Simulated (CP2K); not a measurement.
Two runs for the O K edge of water hexamer. Run A: CP2K XAS_TDP, all-electron GAPW, PBEh(45%), aug-cc-pVDZ, TDA, no relativity. Run B differs in one setting.

First lines with a strength over 0.0015. A:

| atom | energy (eV) | states | strength, one atom |
| --- | --- | --- | --- |
| O1 (bonded to 2 H, gives 1 H bond, takes 1) | 530.07 | 1 | 0.0138 |
|  | 531.56 | 1 | 0.0082 |
|  | 531.86 | 1 | 0.0043 |
|  | 532.20 | 1 | 0.0028 |
|  | 532.92 | 1 | 0.0066 |
| O2 (bonded to 2 H, gives 1 H bond, takes 1) | 529.94 | 1 | 0.0141 |
|  | 531.51 | 1 | 0.0072 |
|  | 531.78 | 1 | 0.0047 |
|  | 532.11 | 1 | 0.0025 |
|  | 532.80 | 1 | 0.0070 |
| O3 (bonded to 2 H, gives 1 H bond, takes 1) | 529.96 | 1 | 0.0139 |
|  | 531.53 | 1 | 0.0076 |
|  | 531.79 | 1 | 0.0049 |
|  | 532.14 | 1 | 0.0025 |
|  | 532.83 | 1 | 0.0068 |
| O4 (bonded to 2 H, gives 1 H bond, takes 1) | 529.99 | 1 | 0.0134 |
|  | 531.45 | 1 | 0.0080 |
|  | 531.72 | 1 | 0.0043 |
|  | 532.08 | 1 | 0.0027 |
|  | 532.80 | 1 | 0.0062 |

B:

| atom | energy (eV) | states | strength, one atom |
| --- | --- | --- | --- |
| O1 (bonded to 2 H, gives 1 H bond, takes 1) | 530.63 | 1 | 0.0248 |
|  | 533.05 | 1 | 0.0236 |
|  | 533.80 | 1 | 0.0083 |
|  | 534.61 | 1 | 0.0024 |
|  | 535.28 | 1 | 0.0033 |
| O2 (bonded to 2 H, gives 1 H bond, takes 1) | 530.50 | 1 | 0.0249 |
|  | 533.01 | 1 | 0.0220 |
|  | 533.68 | 1 | 0.0095 |
|  | 534.43 | 1 | 0.0022 |
|  | 535.14 | 1 | 0.0021 |
| O3 (bonded to 2 H, gives 1 H bond, takes 1) | 530.52 | 1 | 0.0247 |
|  | 532.99 | 1 | 0.0223 |
|  | 533.67 | 1 | 0.0097 |
|  | 534.51 | 1 | 0.0019 |
|  | 535.24 | 1 | 0.0020 |
| O4 (bonded to 2 H, gives 1 H bond, takes 1) | 530.55 | 1 | 0.0247 |
|  | 532.98 | 1 | 0.0213 |
|  | 533.59 | 1 | 0.0094 |
|  | 534.46 | 1 | 0.0022 |
|  | 535.16 | 1 | 0.0030 |

Q: Which was it: the functional, GW2X switched on, the basis, scalar relativity switched on?

The basis (basis from aug-cc-pVDZ to 6-31G*; the lines alone don't name the new value). A basis moves diffuse and continuum lines far more than the leading valence line. Against PBEh(45%) in aug-cc-pVDZ, the leading lines move by +0.56 eV (O1, to 530.63), +0.56 eV (O2, to 530.50), +0.56 eV (O3, to 530.52) and +0.56 eV (O4, to 530.55); the strength of O1's goes from 0.0138 to 0.0248. The next line of O1 over the strength cut lies 2.42 eV higher, against 1.49.

[Hosts, paths, dates, database ids (printed as entryN), source tags and the programs' standing remarks are cut or masked in the printed files.]
